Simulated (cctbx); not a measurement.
# AlMoCl3F2 with cctbx, script by script

Library: cctbx 2025.11. The data are simulated by the first script.

## 1. Simulate the data

run.py:

```python
from cctbx import adptbx, crystal, miller, sgtbx, xray
from cctbx.array_family import flex
from iotbx.shelx import hklf
from scitbx import matrix
import scitbx.random

cs = crystal.symmetry(unit_cell=(4.465, 7.894, 9.396, 90, 90, 90), space_group_symbol='Hall: -I 2 2')  # Immm
atoms = [  # label, site, U (iso, or U11 U22 U33 U12 U13 U23 in A^2), occupancy
    ("Mo1", (0, 0, 0), 0.0100, 1),
    ("Cl1", (0, 0.5, 0), 0.0141, 1),
    ("Cl2", (0.5, 0.2304, 0), 0.0159, 1),
    ("Al1", (0.5, 0.5, 0), 0.0162, 1),
    ("F1", (0.5, 0.5, 0.2181), 0.0175, 1),
]
xs = xray.structure(crystal_symmetry=cs)
for label, site, u, occ in atoms:
    u = adptbx.u_cif_as_u_star(cs.unit_cell(), u) if isinstance(u, tuple) else u
    xs.add_scatterer(xray.scatterer(label, site=site, u=u, occupancy=occ))
xs.set_inelastic_form_factors(0.56087, "sasaki")
xs.show_summary()
p1 = xs.expand_to_p1()
ms = miller.build_set(p1, anomalous_flag=True, d_min=0.75)
flex.set_random_seed(368960)
scitbx.random.set_random_seed(368960)
ms = ms.select(flex.random_double(ms.size()) < 0.7)
i = ms.structure_factors_from_scatterers(p1, algorithm="direct").f_calc().as_intensity_array().data()
i = i * 20000 / flex.max(i)
sig = flex.sqrt(i + flex.pow2(0.04 * i) + 8 ** 2)
noise = scitbx.random.variate(scitbx.random.normal_distribution())(i.size())
data = ms.array(data=i + sig * noise, sigmas=sig).set_observation_type_xray_intensity()
with open("data.hkl", "w") as f:
    data.export_as_shelx_hklf(f)
print("reflections written:", data.size(), " <I/sigma> = %.1f" % flex.mean(data.data() / data.sigmas()))
for h, a, b in list(data.sort("data"))[:12]:
    print("%4d%4d%4d %9.1f %7.1f" % (h + (a, b)))
```

```console
$ python run.py
```

```text
Number of scatterers: 5
At special positions: 5
Unit cell: (4.465, 7.894, 9.396, 90, 90, 90)
Space group: I m m m (No. 71)
reflections written: 2296  <I/sigma> = 8.0
   2   0   0   20232.3   812.4
  -2   0   0   19557.9   812.4
   0   0   4   19146.9   786.2
   0   0  -2   17404.1   732.3
   0   4   0   15944.0   658.5
   0  -4   0   15123.7   658.5
  -2   0   4   12590.1   490.0
  -2   0  -4   12510.1   490.0
   2   0  -4   12166.4   490.0
   1  -2  -3   10798.2   416.2
   2   4   0   10753.1   433.4
   0  -4   4   10703.2   414.6
```

Run time: 0.2 s on 1 thread of Arm Neoverse V2 (shared host), peak memory 0.07 GiB.

## 2. Refinement (lightest element left out)

run.py:

```python
import math
from cctbx import adptbx, crystal, maptbx, sgtbx, xray
from cctbx.array_family import flex
from cctbx.xray import observations
from iotbx.shelx import hklf
from scitbx.lstbx import normal_eqns_solving
from smtbx import absolute_structure, utils
from smtbx.refinement import constraints, least_squares

cs = crystal.symmetry(unit_cell=(4.465, 7.894, 9.396, 90, 90, 90), space_group_symbol='Hall: -I 2 2')  # Immm
atoms = [  # label, site, U (iso, or U11 U22 U33 U12 U13 U23 in A^2), occupancy
    ("Mo1", (0, 0, 0), 0.0200, 1),
    ("Cl1", (0, 0.5, 0), 0.0200, 1),
    ("Cl2", (0.5, 0.2305, 0), 0.0200, 1),
    ("Al1", (0.5, 0.5, 0), 0.0200, 1),
]
xs = xray.structure(crystal_symmetry=cs)
for label, site, u, occ in atoms:
    u = adptbx.u_cif_as_u_star(cs.unit_cell(), u) if isinstance(u, tuple) else u
    xs.add_scatterer(xray.scatterer(label, site=site, u=u, occupancy=occ))
xs.set_inelastic_form_factors(0.56087, "sasaki")
raw = hklf.reader(file_name="data.hkl").as_miller_arrays(crystal_symmetry=cs, anomalous=True)[0]
merged = raw.eliminate_sys_absent().merge_equivalents()
fo2 = merged.array().set_observation_type_xray_intensity()
print("Rint %.3f, %d unique reflections to %.2f A" % (merged.r_int(), fo2.size(), fo2.d_min()))
for sc in xs.scatterers():
    sc.flags.set_grad_site(True)
    sc.flags.set_grad_u_aniso(sc.flags.use_u_aniso())
    sc.flags.set_grad_u_iso(sc.flags.use_u_iso())
obs = fo2.as_xray_observations()
extra = {}
rep = constraints.reparametrisation(xs, [], utils.connectivity_table(xs), **extra)
ls = least_squares.crystallographic_ls(obs, rep, weighting_scheme=least_squares.mainstream_shelx_weighting(a=0, b=0))
print("cycle     R1     wR2    GooF  max shift (A)")
for cycle in range(8):
    ls.build_up()
    r1, wr2, goof = ls.r1_factor(cutoff_factor=2)[0], ls.wR2(), ls.goof()
    old = xs.sites_cart()
    normal_eqns_solving.levenberg_marquardt_iterations(ls, n_max_iterations=3, tau=1e-06, step_threshold=1e-7)
    big = flex.max((xs.sites_cart() - old).norms())
    print("%4d %7.4f %7.4f %7.3f %9.5f" % (cycle + 1, r1, wr2, goof, big))
    ls.build_up(objective_only=True)
    if abs(ls.wR2() - wr2) < 5e-5 and big < 5e-4:
        break
ls.build_up()
print("final R1 %.4f wR2 %.4f GooF %.3f  parameters %d  data/parameter %.1f" % (ls.r1_factor(cutoff_factor=2)[0], ls.wR2(), ls.goof(), ls.n_parameters, fo2.size() / ls.n_parameters))
cov = ls.covariance_matrix_and_annotations()
su = dict(zip(cov.annotations, (math.sqrt(max(v, 0)) for v in cov.matrix.matrix_packed_u_diagonal())))
a2 = cs.unit_cell().reciprocal_parameters()[0] ** -2
print("atom        x        y        z      Ueq    occ   su(xyz)  su(Uiso or U11)")
for sc in xs.scatterers():
    s = max(su.get(sc.label + k, 0) for k in (".x", ".y", ".z"))
    npd = "" if sc.is_positive_definite_u(cs.unit_cell()) else "  NPD"
    print("%-5s %8.5f %8.5f %8.5f %8.4f %6.3f %8.5f %7.4f%s" % ((sc.label,) + sc.site + (sc.u_iso_or_equiv(cs.unit_cell()), sc.occupancy, s, su.get(sc.label + ".uiso", su.get(sc.label + ".u11", 0) * a2), npd)))
fo = fo2.f_sq_as_f()
fc = fo.structure_factors_from_scatterers(xs, algorithm="direct").f_calc()
diff = fo.f_obs_minus_f_calc(1 / math.sqrt(ls.scale_factor()), fc).average_bijvoet_mates()
m = diff.fft_map(symmetry_flags=maptbx.use_space_group_symmetry, resolution_factor=0.25).apply_volume_scaling()
print("difference map: max %.2f min %.2f rms %.2f" % (m.statistics().max(), m.statistics().min(), m.statistics().sigma()))
peaks = m.peak_search(parameters=maptbx.peak_search_parameters(min_distance_sym_equiv=0.6, max_clusters=8)).all()
near = xs.closest_distances(peaks.sites(), distance_cutoff=4)
sps = cs.special_position_settings(min_distance_sym_equiv=0.5)
for k, (x, h) in enumerate(zip(peaks.sites(), peaks.heights())):
    ss = sps.site_symmetry(x)
    print("Q%-3d %7.4f %7.4f %7.4f %4d %7.2f  %.2f A from %s" % ((k + 1,) + tuple(t % 1 for t in ss.exact_site()) + (ss.multiplicity(), h, near.smallest_distances[k], xs.scatterers()[near.i_seqs[k]].label)))
```

```console
$ python run.py
```

```text
Rint 0.034, 257 unique reflections to 0.75 A
cycle     R1     wR2    GooF  max shift (A)
   1  0.2226  0.5244  17.595   0.00567
   2  0.1916  0.4073  13.666   0.00006
final R1 0.1916 wR2 0.4073 GooF 13.666  parameters 5  data/parameter 51.4
atom        x        y        z      Ueq    occ   su(xyz)  su(Uiso or U11)
Mo1    0.00000  0.00000  0.00000   0.0015  1.000  0.00000  0.0015
Cl1    0.00000  0.50000  0.00000   0.0029  1.000  0.00000  0.0024
Cl2    0.50000  0.22979  0.00000   0.0038  1.000  0.00110  0.0019
Al1    0.50000  0.50000  0.00000   0.0015  1.000  0.00000  0.0030
difference map: max 28.19 min -2.10 rms 1.55
Q1    0.0000  0.0000  0.2805    4   28.28  2.06 A from Al1
Q2    0.0000  0.0000  0.0000    2   25.09  0.00 A from Mo1
Q3    0.0000  0.5000  0.0000    2    4.67  0.00 A from Cl1
Q4    0.0000  0.2589  0.5000    4    4.28  0.09 A from Cl2
Q5    0.0000  0.0000  0.4574    4    2.39  0.40 A from Al1
Q6    0.0000  0.3038  0.2120    8    1.27  2.52 A from Cl1
Q7    0.0000  0.3457  0.0000    4    1.21  1.22 A from Cl1
Q8    0.0000  0.4412  0.5000    4    1.21  1.35 A from Cl2
```

Time: 0.33 s.

Figures of merit this high mean that the model is still wrong or incomplete.

## 3. Refinement (whole model)

run.py, as its changes from the last script of this kind:

```diff
@@ -15,0 +16 @@
+    ("F1", (0.5, 0.5, 0.2178), 0.0200, 1),
@@ -60 +61 @@
-peaks = m.peak_search(parameters=maptbx.peak_search_parameters(min_distance_sym_equiv=0.6, max_clusters=8)).all()
+peaks = m.peak_search(parameters=maptbx.peak_search_parameters(min_distance_sym_equiv=0.6, max_clusters=6)).all()
```

```console
$ python run.py
```

```text
Rint 0.034, 257 unique reflections to 0.75 A
cycle     R1     wR2    GooF  max shift (A)
   1  0.0898  0.1986   6.691   0.00161
   2  0.0121  0.0285   0.959   0.00000
final R1 0.0121 wR2 0.0285 GooF 0.959  parameters 7  data/parameter 36.7
atom        x        y        z      Ueq    occ   su(xyz)  su(Uiso or U11)
Mo1    0.00000  0.00000  0.00000   0.0100  1.000  0.00000  0.0001
Cl1    0.00000  0.50000  0.00000   0.0142  1.000  0.00000  0.0002
Cl2    0.50000  0.23030  0.00000   0.0158  1.000  0.00007  0.0001
Al1    0.50000  0.50000  0.00000   0.0160  1.000  0.00000  0.0002
F1     0.50000  0.50000  0.21792   0.0174  1.000  0.00016  0.0003
difference map: max 0.29 min -0.33 rms 0.07
Q1    0.1390  0.0000  0.0000    4    0.30  0.62 A from Mo1
Q2    0.1086  0.5000  0.5000    4    0.25  1.75 A from Mo1
Q3    0.0000  0.2686  0.2543    8    0.24  2.14 A from F1
Q4    0.1886  0.0000  0.5000    4    0.23  0.84 A from Al1
Q5    0.1247  0.0000  0.3238    8    0.22  0.68 A from F1
Q6    0.0000  0.3603  0.0000    4    0.21  1.10 A from Cl1
```

Time: 0.31 s.

## 4. Simulate the data

run.py, as its changes from the last script of this kind:

```diff
@@ -19 +19 @@
-xs.set_inelastic_form_factors(0.56087, "sasaki")
+xs.switch_to_neutron_scattering_dictionary()
@@ -22 +22 @@
-ms = miller.build_set(p1, anomalous_flag=True, d_min=0.75)
+ms = miller.build_set(p1, anomalous_flag=True, d_min=0.7)
@@ -27 +27 @@
-i = i * 20000 / flex.max(i)
+i = i * 5000 / flex.max(i)
```

```console
$ python run.py
```

```text
Number of scatterers: 5
At special positions: 5
Unit cell: (4.465, 7.894, 9.396, 90, 90, 90)
Space group: I m m m (No. 71)
reflections written: 2855  <I/sigma> = 5.2
  -2   0   0    5180.8   212.3
   0   4   0    4679.3   188.6
   0   0   4    4611.5   188.0
   2   4   0    4194.7   168.7
  -2   4   0    3943.9   168.7
   2   0   4    3893.1   168.3
   2   0  -4    3842.5   168.3
  -2  -4   0    3764.7   168.7
  -2   0   4    3719.0   168.3
  -2   0  -4    3698.7   168.3
   2  -4   0    3553.5   168.7
   0   4  -4    3511.6   149.0
```

Time: 0.2 s.

## 5. Refinement (lightest element left out)

run.py, as its changes from the last script of this kind:

```diff
@@ -14 +14 @@
-    ("Cl2", (0.5, 0.2305, 0), 0.0200, 1),
+    ("Cl2", (0.5, 0.2316, 0), 0.0200, 1),
@@ -16 +15,0 @@
-    ("F1", (0.5, 0.5, 0.2178), 0.0200, 1),
@@ -22 +21 @@
-xs.set_inelastic_form_factors(0.56087, "sasaki")
+xs.switch_to_neutron_scattering_dictionary()
@@ -61 +60 @@
-peaks = m.peak_search(parameters=maptbx.peak_search_parameters(min_distance_sym_equiv=0.6, max_clusters=6)).all()
+peaks = m.peak_search(parameters=maptbx.peak_search_parameters(min_distance_sym_equiv=0.6, max_clusters=8)).all()
```

```console
$ python run.py
```

```text
Rint 0.043, 316 unique reflections to 0.70 A
cycle     R1     wR2    GooF  max shift (A)
   1  0.3842  0.6518  16.728   0.00921
   2  0.3734  0.6331  16.247   0.00172
   3  0.3734  0.6330  16.245   0.00066
   4  0.3735  0.6330  16.245   0.00022
final R1 0.3735 wR2 0.6330 GooF 16.245  parameters 5  data/parameter 63.2
atom        x        y        z      Ueq    occ   su(xyz)  su(Uiso or U11)
Mo1    0.00000  0.00000  0.00000   0.0065  1.000  0.00000  0.0030
Cl1    0.00000  0.50000  0.00000   0.0151  1.000  0.00000  0.0030
Cl2    0.50000  0.23244  0.00000   0.0172  1.000  0.00117  0.0027
Al1    0.50000  0.50000  0.00000   0.0100  1.000  0.00000  0.0055
difference map: max 39.37 min -7.71 rms 1.74
Q1    0.0000  0.0000  0.2809    4   39.59  2.06 A from Al1
Q2    0.0000  0.5000  0.0000    2   19.77  0.00 A from Cl1
Q3    0.0000  0.2826  0.5000    4   19.07  0.12 A from Cl2
Q4    0.0000  0.0000  0.5000    2    9.25  0.00 A from Al1
Q5    0.0000  0.3771  0.0000    4    8.00  0.97 A from Cl1
Q6    0.0000  0.2368  0.2209    8    7.70  2.63 A from Cl2
Q7    0.0000  0.0000  0.0000    2    6.10  0.00 A from Mo1
Q8    0.0000  0.3837  0.4381    8    4.35  1.09 A from Cl2
```

Time: 0.43 s.

Figures of merit this high mean that the model is still wrong or incomplete.

## 6. Refinement (whole model)

run.py, as its changes from the last script of this kind:

```diff
@@ -15,0 +16 @@
+    ("F1", (0.5, 0.5, 0.2185), 0.0200, 1),
@@ -60 +61 @@
-peaks = m.peak_search(parameters=maptbx.peak_search_parameters(min_distance_sym_equiv=0.6, max_clusters=8)).all()
+peaks = m.peak_search(parameters=maptbx.peak_search_parameters(min_distance_sym_equiv=0.6, max_clusters=6)).all()
```

```console
$ python run.py
```

```text
Rint 0.043, 316 unique reflections to 0.70 A
cycle     R1     wR2    GooF  max shift (A)
   1  0.0756  0.1594   4.104   0.00950
   2  0.0184  0.0381   0.981   0.00000
final R1 0.0184 wR2 0.0381 GooF 0.981  parameters 7  data/parameter 45.1
atom        x        y        z      Ueq    occ   su(xyz)  su(Uiso or U11)
Mo1    0.00000  0.00000  0.00000   0.0101  1.000  0.00000  0.0001
Cl1    0.00000  0.50000  0.00000   0.0142  1.000  0.00000  0.0001
Cl2    0.50000  0.23040  0.00000   0.0160  1.000  0.00005  0.0001
Al1    0.50000  0.50000  0.00000   0.0164  1.000  0.00000  0.0003
F1     0.50000  0.50000  0.21811   0.0176  1.000  0.00008  0.0001
difference map: max 0.39 min -0.40 rms 0.09
Q1    0.0000  0.0000  0.3614    4    0.41  0.75 A from F1
Q2    0.0000  0.2410  0.4150    8    0.40  0.83 A from Cl2
Q3    0.1240  0.2439  0.0000    8    0.36  1.68 A from Cl2
Q4    0.1232  0.0000  0.4438    8    0.34  0.76 A from Al1
Q5    0.0000  0.2712  0.0624    8    0.33  1.90 A from Cl1
Q6    0.0000  0.3333  0.0000    4    0.30  1.32 A from Cl1
```

Run time: 0.32 s on 1 thread of Arm Neoverse V2, on a shared host, peak memory 0.09 GiB.

[Logs are printed without paths, hosts, clocks, repeated set-up lines and the standing remarks that a program may print on its own settings, such as how far it seeks lower states.]
